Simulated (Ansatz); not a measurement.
# GeCl2 (model cell, started as fluorite): a soft mode frozen in

Wanted: the energy along a soft mode of GeCl2 (model cell, started as fluorite) and the structure at the end.

Program: Ansatz 0.2.0. Level of theory: DFT PBEsol, scalar-relativistic, plane waves, PAW. Results are calculated unless marked as measured.

Report form: the programs' logs are mostly left out.

The structure was built from a prototype and need not be the compound's stable phase.

### 1. The structure

It takes space group Fm-3m (No. 225, cubic). Conventional cell: a = 6.490 Å, b = 6.490 Å, c = 6.490 Å, α = 90.00°, β = 90.00°, γ = 90.00°. Nearest to Ge lie 8 Cl at 2.81 Å. Nearest to Cl lie 4 Ge at 2.81 Å. Farther neighbours and most contacts between anions are not listed.

Coordinates:

```cif
data_structure
_symmetry_space_group_name_H-M 'Fm-3m'
_symmetry_Int_Tables_number 225
_cell_length_a 6.4899
_cell_length_b 6.4899
_cell_length_c 6.4899
_cell_angle_alpha 90.000
_cell_angle_beta 90.000
_cell_angle_gamma 90.000
_cell_volume 273.35
loop_
_atom_site_label
_atom_site_type_symbol
_atom_site_symmetry_multiplicity
_atom_site_Wyckoff_symbol
_atom_site_fract_x
_atom_site_fract_y
_atom_site_fract_z
_atom_site_occupancy
Ge1 Ge 4 a 0.00000 0.00000 0.00000 1
Cl1 Cl 8 c 0.25000 0.75000 0.75000 1
```

### 2. Phonons on a q mesh

The cell comes from relaxations at this level that are not shown. Stability and thermal properties need the whole zone. Linear response on a 4×4×4 q mesh gives force constants as far as a supercell of that size would, and the tensors from the zone-centre run are typed in so that the long-range dipole term is interpolated apart.

Contents of input.yaml:

```yaml
crystal:
  lattice:
    - [0.0, 3.2449479433, 3.2449479433]
    - [3.2449479433, 0.0, 3.2449479433]
    - [3.2449479433, 3.2449479433, 0.0]
  atoms:
    - { symbol: Ge, position: [0.0, 0.0, 0.0] }
    - { symbol: Cl, position: [0.25, 0.25, 0.25] }
    - { symbol: Cl, position: [0.75, 0.75, 0.75] }
kpoints:
  mp_grid: { grid: [8, 8, 8] }
hamiltonian:
  xc: pbesol
scf:
  occupations: { method: fixed }
output:
  eigenvalues: true
phonons:
  method: dfpt
  qmesh: [4, 4, 4]
  temperatures: { t_max: 1000, t_step: 50 }
  qpath:
    path:
      - [[0.0, 0.0, 0.0], [0.5, 0.0, 0.5], [0.625, 0.25, 0.625]]
      - [[0.375, 0.375, 0.75], [0.0, 0.0, 0.0], [0.5, 0.5, 0.5], [0.5, 0.25, 0.75], [0.5, 0.0, 0.5]]
    npoints: 10
  non_analytic_term:
    high_frequency_dielectric_tensor: [[6.1697, 0.0, 0.0], [0.0, 6.1697, 0.0], [0.0, 0.0, 6.1697]]
    born_effective_charges:
      - { species: Ge, tensor: [[4.0617, 0.0, 0.0], [0.0, 4.0617, 0.0], [0.0, 0.0, 4.0617]] }
      - { species: Cl, tensor: [[-2.0309, 0.0, 0.0], [0.0, -2.0309, 0.0], [0.0, 0.0, -2.0309]] }
      - { species: Cl, tensor: [[-2.0309, 0.0, 0.0], [0.0, -2.0309, 0.0], [0.0, 0.0, -2.0309]] }
    source: "zone-centre run at this cell"
```

Launch:

```
> ansatz run input.yaml --threads 4 --pin off --max-ram 7168MiB --backend cpu --events-out ev --progress --plain --runs-dir out
```

Elapsed: 2.1 min, on 4 threads of Arm Neoverse V2, shared host; peak memory 1.6 GiB; 8.1 min of CPU time.

This step gave:

- gap on the k-mesh: 2.408 eV
- volume per atom: 22.78 Å³
- sum-rule residual before enforcement: 3.26e-5 eV/Å²
- lowest frequency on the path: -82.60 cm⁻¹
- point group: m-3m
- highest frequency on the path or at a solved wavevector: 233.7 cm⁻¹
- highest optical mode at the zone centre (no LO-TO term): 197.7 cm⁻¹
- lowest optical zone-centre mode: -57.92 cm⁻¹
- lowest mode on the q mesh (acoustic modes at Γ apart): -78.61 cm⁻¹

Frequencies (cm⁻¹) solved at each irreducible wavevector; negative means imaginary. Frequencies by wavevector, by row:

```tsv
q in reciprocal lattice units	star	mode 1	mode 2	mode 3	mode 4	mode 5	mode 6	mode 7	mode 8	mode 9
0 0 0	1	-57.9	-57.9	-57.9	0	0	0	197.7	197.7	197.7
0 0 0.25	8	-62	-62	70.6	70.6	79	172.6	184.7	184.7	209.4
0 0 -0.5	4	-72.2	-72.2	87.7	112.2	112.2	162.7	164.9	164.9	187.2
0 0.25 0.25	6	-78.6	-78.6	28.1	28.1	123.1	143.3	185.6	185.6	228.3
0 0.25 -0.5	24	-76.2	-61.8	59.7	85.8	88	138.9	165.7	173.7	220.8
0 0.25 -0.25	12	-76.4	-64.4	47.1	106.3	126.9	134	153	182.2	213.3
0 -0.5 -0.5	3	-78.3	-78.3	-61	44.5	44.5	166.2	167.3	167.3	233.7
0.25 -0.5 -0.25	6	-73.4	-37.4	19.9	87.7	87.7	137	137	180.5	227.7
```

Interpolated from a 4×4×4 q mesh, with the LO-TO term (at Γ the limit along the path; where Γ stands inside the path, tables give the limit on arrival). Phonon branches along the path, in cm⁻¹:

```tsv
point	branch 1	branch 2	branch 3	branch 4	branch 5	branch 6	branch 7	branch 8	branch 9
Γ	-58	-58	0	0	0	198	198	198	224
halfway	-79	-79	28	28	123	143	186	186	228
X	-78	-78	-61	45	45	166	167	167	234
halfway	-77	-63	-56	44	63	159	165	169	232
U	-74	-52	39	48	97	140	157	172	228
jump to K	-74	-52	39	48	97	140	157	172	228
halfway	-75	-56	34	101	103	154	172	190	209
Γ	-58	-58	0	0	0	198	198	198	224
halfway	-62	-62	71	71	79	173	185	185	209
L	-72	-72	88	112	112	163	165	165	187
halfway	-72	-59	67	88	111	140	151	177	215
W	-73	-37	20	88	88	137	137	180	228
halfway	-76	-51	-43	36	78	151	158	174	231
X	-78	-78	-61	45	45	166	167	167	234
```

Symmetry leaves 8 wavevectors to solve. The lowest mode among them, the acoustic zeros apart, lies at q = (0, 0.25, 0.25) and is imaginary, 78.6i cm⁻¹, so the energy falls along it. Between them the interpolated path dips to 83i cm⁻¹.

### 3. The mode frozen in, largest atomic shift 0 Å

The mode followed lies at q = (0, 0.25, 0.25) with frequency 78.6i cm⁻¹ and is 2-fold degenerate, the softest among the wavevectors solved. At small amplitude the distorted cell has space group no. 63 by a symmetry search on the positions. The undistorted cell that holds it gives the zero of energy on the same k mesh.

System of this step: GeCl2 (model cell, started as fluorite). The structure is cubic, space group Fm-3m (No. 225). The conventional cell has a = 6.490 Å, b = 6.490 Å, c = 6.490 Å, α = 90.00°, β = 90.00°, γ = 90.00°. Nearest to Ge lie 8 Cl at 2.81 Å. Nearest to Cl lie 4 Ge at 2.81 Å. Farther neighbours and most contacts between anions are not listed.

Contents of input.yaml:

```yaml
crystal:
  lattice:
    - [0.0, -3.2449479433, -3.2449479433]
    - [0.0, 3.2449479433, -3.2449479433]
    - [12.9797917732, 0.0, 0.0]
  atoms:
    - { symbol: Ge, position: [0.5, 0.5, 0.75] }
    - { symbol: Ge, position: [0.5, 0.5, 0.25] }
    - { symbol: Ge, position: [0.0, 0.0, 0.5] }
    - { symbol: Ge, position: [0.0, 0.0, 0.0] }
    - { symbol: Cl, position: [0.0, 0.5, 0.875] }
    - { symbol: Cl, position: [0.0, 0.5, 0.375] }
    - { symbol: Cl, position: [0.5, 0.0, 0.625] }
    - { symbol: Cl, position: [0.5, 0.0, 0.125] }
    - { symbol: Cl, position: [0.0, 0.5, 0.125] }
    - { symbol: Cl, position: [0.0, 0.5, 0.625] }
    - { symbol: Cl, position: [0.5, 0.0, 0.875] }
    - { symbol: Cl, position: [0.5, 0.0, 0.375] }
kpoints:
  mp_grid: { grid: [6, 6, 2] }
hamiltonian:
  xc: pbesol
scf:
  occupations: { method: gaussian, width: 0.02 }
output:
  forces: true
  stress: true
  eigenvalues: true
```

Wall time 3.5 s (4 threads); peak memory 0.84 GiB.

This step gave:

| Quantity | Value |
| --- | --- |
| pressure | -0.007016 GPa |
| energy from the undistorted cell | 0 meV/atom |

At this level the gap is 2.41 eV on the k-mesh of the self-consistent run, which can miss the band edges.

### 4. The mode frozen in, largest atomic shift 0.22 Å

The atoms are moved along the unstable eigenvector, the largest shift by 0.22 Å, with the cell fixed.

Contents of input.yaml:

```yaml
crystal:
  lattice:
    - [0.0, -3.2449479433, -3.2449479433]
    - [0.0, 3.2449479433, -3.2449479433]
    - [12.9797917732, 0.0, 0.0]
  atoms:
    - { symbol: Ge, position: [0.5, 0.5, 0.75] }
    - { symbol: Ge, position: [0.5, 0.5, 0.25] }
    - { symbol: Ge, position: [0.0338988489, -0.0338988489, 0.5] }
    - { symbol: Ge, position: [-0.0338988489, 0.0338988489, 0.0] }
    - { symbol: Cl, position: [0.0106653262, 0.4770159907, 0.875] }
    - { symbol: Cl, position: [-0.0106653262, 0.5229840093, 0.375] }
    - { symbol: Cl, position: [0.4770159907, 0.0106653262, 0.625] }
    - { symbol: Cl, position: [0.5229840093, -0.0106653262, 0.125] }
    - { symbol: Cl, position: [0.0106653262, 0.4770159907, 0.125] }
    - { symbol: Cl, position: [-0.0106653262, 0.5229840093, 0.625] }
    - { symbol: Cl, position: [0.5229840093, -0.0106653262, 0.875] }
    - { symbol: Cl, position: [0.4770159907, 0.0106653262, 0.375] }
kpoints:
  mp_grid: { grid: [6, 6, 2] }
hamiltonian:
  xc: pbesol
scf:
  occupations: { method: gaussian, width: 0.02 }
output:
  forces: true
  stress: true
  eigenvalues: true
```

Wall time 4.9 s (4 threads); peak memory 0.92 GiB; 19 s of CPU time.

This step gave:

* pressure: 0.8012 GPa
* gap on the k-mesh: 2.195 eV
* energy from the undistorted cell: -4.408 meV/atom

The energy, extrapolated to zero smearing, is -4.41 meV/atom against the undistorted cell.

The run ends at a pressure of 0.80 GPa, with forces up to 0.12 eV/Å.

### 5. Energy along the mode, all amplitudes (two of the runs are shown above)

An imaginary frequency means negative curvature, so the energy should fall and then rise again as anharmonic terms take over.

This step gave:

| Property | Result |
| --- | --- |
| depth at the lowest point sampled | 4.408 meV/atom |
| largest atomic shift at that point | 0.22 Å |

The energy from the parent by largest atomic shift:

```tsv
largest atomic shift (Å)	energy from the parent (meV/atom)
0.000	0
0.040	-0.334
0.080	-1.25
0.140	-3.16
0.220	-4.41
0.320	2.44
0.450	39.0
```

Displacement at unit largest shift by atom:

```tsv
atom	x (Å)	y (Å)	z (Å)	size
Ge1	0.00	0.00	0.00	0.00
Ge2	0.00	0.00	0.00	0.00
Ge3	0.00	-1.00	0.00	1.00
Ge4	0.00	1.00	0.00	1.00
Cl5	0.00	-0.50	0.18	0.53
Cl6	0.00	0.50	-0.18	0.53
Cl7	0.00	0.50	0.18	0.53
Cl8	0.00	-0.50	-0.18	0.53
Cl9	0.00	-0.50	0.18	0.53
Cl10	0.00	0.50	-0.18	0.53
Cl11	0.00	-0.50	-0.18	0.53
Cl12	0.00	0.50	0.18	0.53
```

The lowest of the steps tried is at 0.22 Å, 4.41 meV/atom below the parent; the bottom of the well need not coincide with a step.

### 6. Relaxation from the frozen mode

Starting from the lowest point found, all atoms and the cell are let go, so that strain and other modes of the same symmetry can join in.

Changes to input.yaml since step 4:

```diff
@@ -23,3 +23,3 @@
 scf:
-  occupations: { method: gaussian, width: 0.02 }
+  occupations: { method: fixed }
 output:
@@ -28 +28,6 @@
   eigenvalues: true
+relax:
+  adjacent_minimum: "off"
+  f_tol: 0.002
+  max_steps: 120
+  cell: { stress_tol: 0.03 }
```

Wall time 55 s (4 threads); peak memory 0.99 GiB; 3.6 min of CPU time.

Relaxation path:

```tsv
step	energy less that of the first step (eV)	largest force component (eV/Å)	pressure (GPa)	volume (Å³)
1	0.0000	0.1037	0.80	273.35
2	0.0007	0.1842	-0.36	281.16
3	-0.0280	0.0601	0.04	278.12
4	-0.0314	0.0107	0.04	278.99
5	-0.0316	0.0011	0.00	279.43
6	-0.0317	0.0028	0.00	279.45
7	-0.0317	0.0028	0.00	279.48
8	-0.0317	0.0010	0.00	279.41
9*	-0.0321	0.0009	0.00	279.41
```

Relaxation steps marked * repeat the geometry before them on a plane-wave basis chosen anew for their cell, so energy and pressure can jump there. Relaxation step 2 was tried and not accepted.

Forces are held to the 8 operations that the run works with; a distortion that breaks them can't arise in this run.

```tsv
conventional cell, symmetrised	before	after	change
a (Å)	6.490	6.525	+0.5 %
b (Å)	6.490	6.600	+1.7 %
c (Å)	12.980	12.976	-0.0 %
volume (Å³/atom)	22.78	23.28	+2.2 %
```

The atoms that moved most (Å, as changes of fractional coordinates times the final cell):

```tsv
atom	dx	dy	dz	length
Ge4	0.000	0.119	0.000	0.119
Ge3	0.000	-0.119	0.000	0.119
Cl5	-0.018	0.039	-0.008	0.044
Cl11	-0.018	0.039	0.008	0.044
Cl7	0.018	-0.039	-0.008	0.044
Cl10	0.018	-0.039	0.008	0.044
Cl9	0.018	0.039	-0.008	0.044
Cl8	0.018	0.039	0.008	0.044
```

The relaxed structure:

```
Ge Cl
1.0
     0.00000   -3.30021   -3.26231
     0.00000    3.30021   -3.26231
    12.97590    0.00000    0.00000
Ge Cl
4 8
Direct
  0.50000 0.50000 0.75000
  0.50000 0.50000 0.25000
  0.05191 0.94809 0.50000
  0.94809 0.05191 0.00000
  0.00596 0.48428 0.87361
  0.99404 0.51572 0.37361
  0.48428 0.00596 0.62639
  0.51572 0.99404 0.12639
  0.00596 0.48428 0.12639
  0.99404 0.51572 0.62639
  0.51572 0.99404 0.87361
  0.48428 0.00596 0.37361
```

This step gave:

| Quantity | Value |
| --- | --- |
| pressure | 9.19e-4 GPa |
| gap on the k-mesh | 2.134 eV |
| volume per atom | 23.28 Å³ |

The distorted start has space group Cmcm; the relaxation ends in Cmcm.

### 7. Summary of results

```yaml
unstable_mode_of_the_parent: q = (0, 0.25, 0.25), 79i cm⁻¹
depth_at_the_lowest_point_sampled: 4.41 meV/atom
largest_atomic_shift_at_that_point: 0.22 Å
space_group_reached_within_0p01_a: Cmcm
energy_gained_over_the_parent_first_relaxation_on_the_mesh_of_the_frozen_mode: 7.08 meV/atom
volume_per_atom_phase_reached: 23.3 Å³
gap_on_the_k_mesh_phase_reached: 2.13 eV
```

Along this mode the structure falls into Cmcm, 7.08 meV/atom below the parent. At the parent's cell the well is 4.408 meV/atom deep on the steps tried, with its lowest point at a shift of 0.22 Å. Relaxing atoms and cell changes the gain by +2.67 meV/atom against the lowest step (energies at zero smearing). The modes of the phase reached were not computed on this path. Of the 6 patterns followed to their end from this parent, this one ends 111 meV/atom above the lowest, P4_12_12. Each path keeps the symmetry of its pattern, so a lower phase may lie along a pattern not tried. The program warns that the interpolation holds no quadrupole term, so branches close to Γ can be off in this crystal. The starting cell was built on a prototype and not taken from a measurement, so the phase need not exist.

[Logs are printed without paths, hosts, clocks, repeated set-up lines and the standing remarks that a program may print on its own settings, such as how far it seeks lower states.]

[Hosts, paths, dates, database ids (printed as entryN), source tags and the programs' standing remarks are cut or masked in the printed files.]
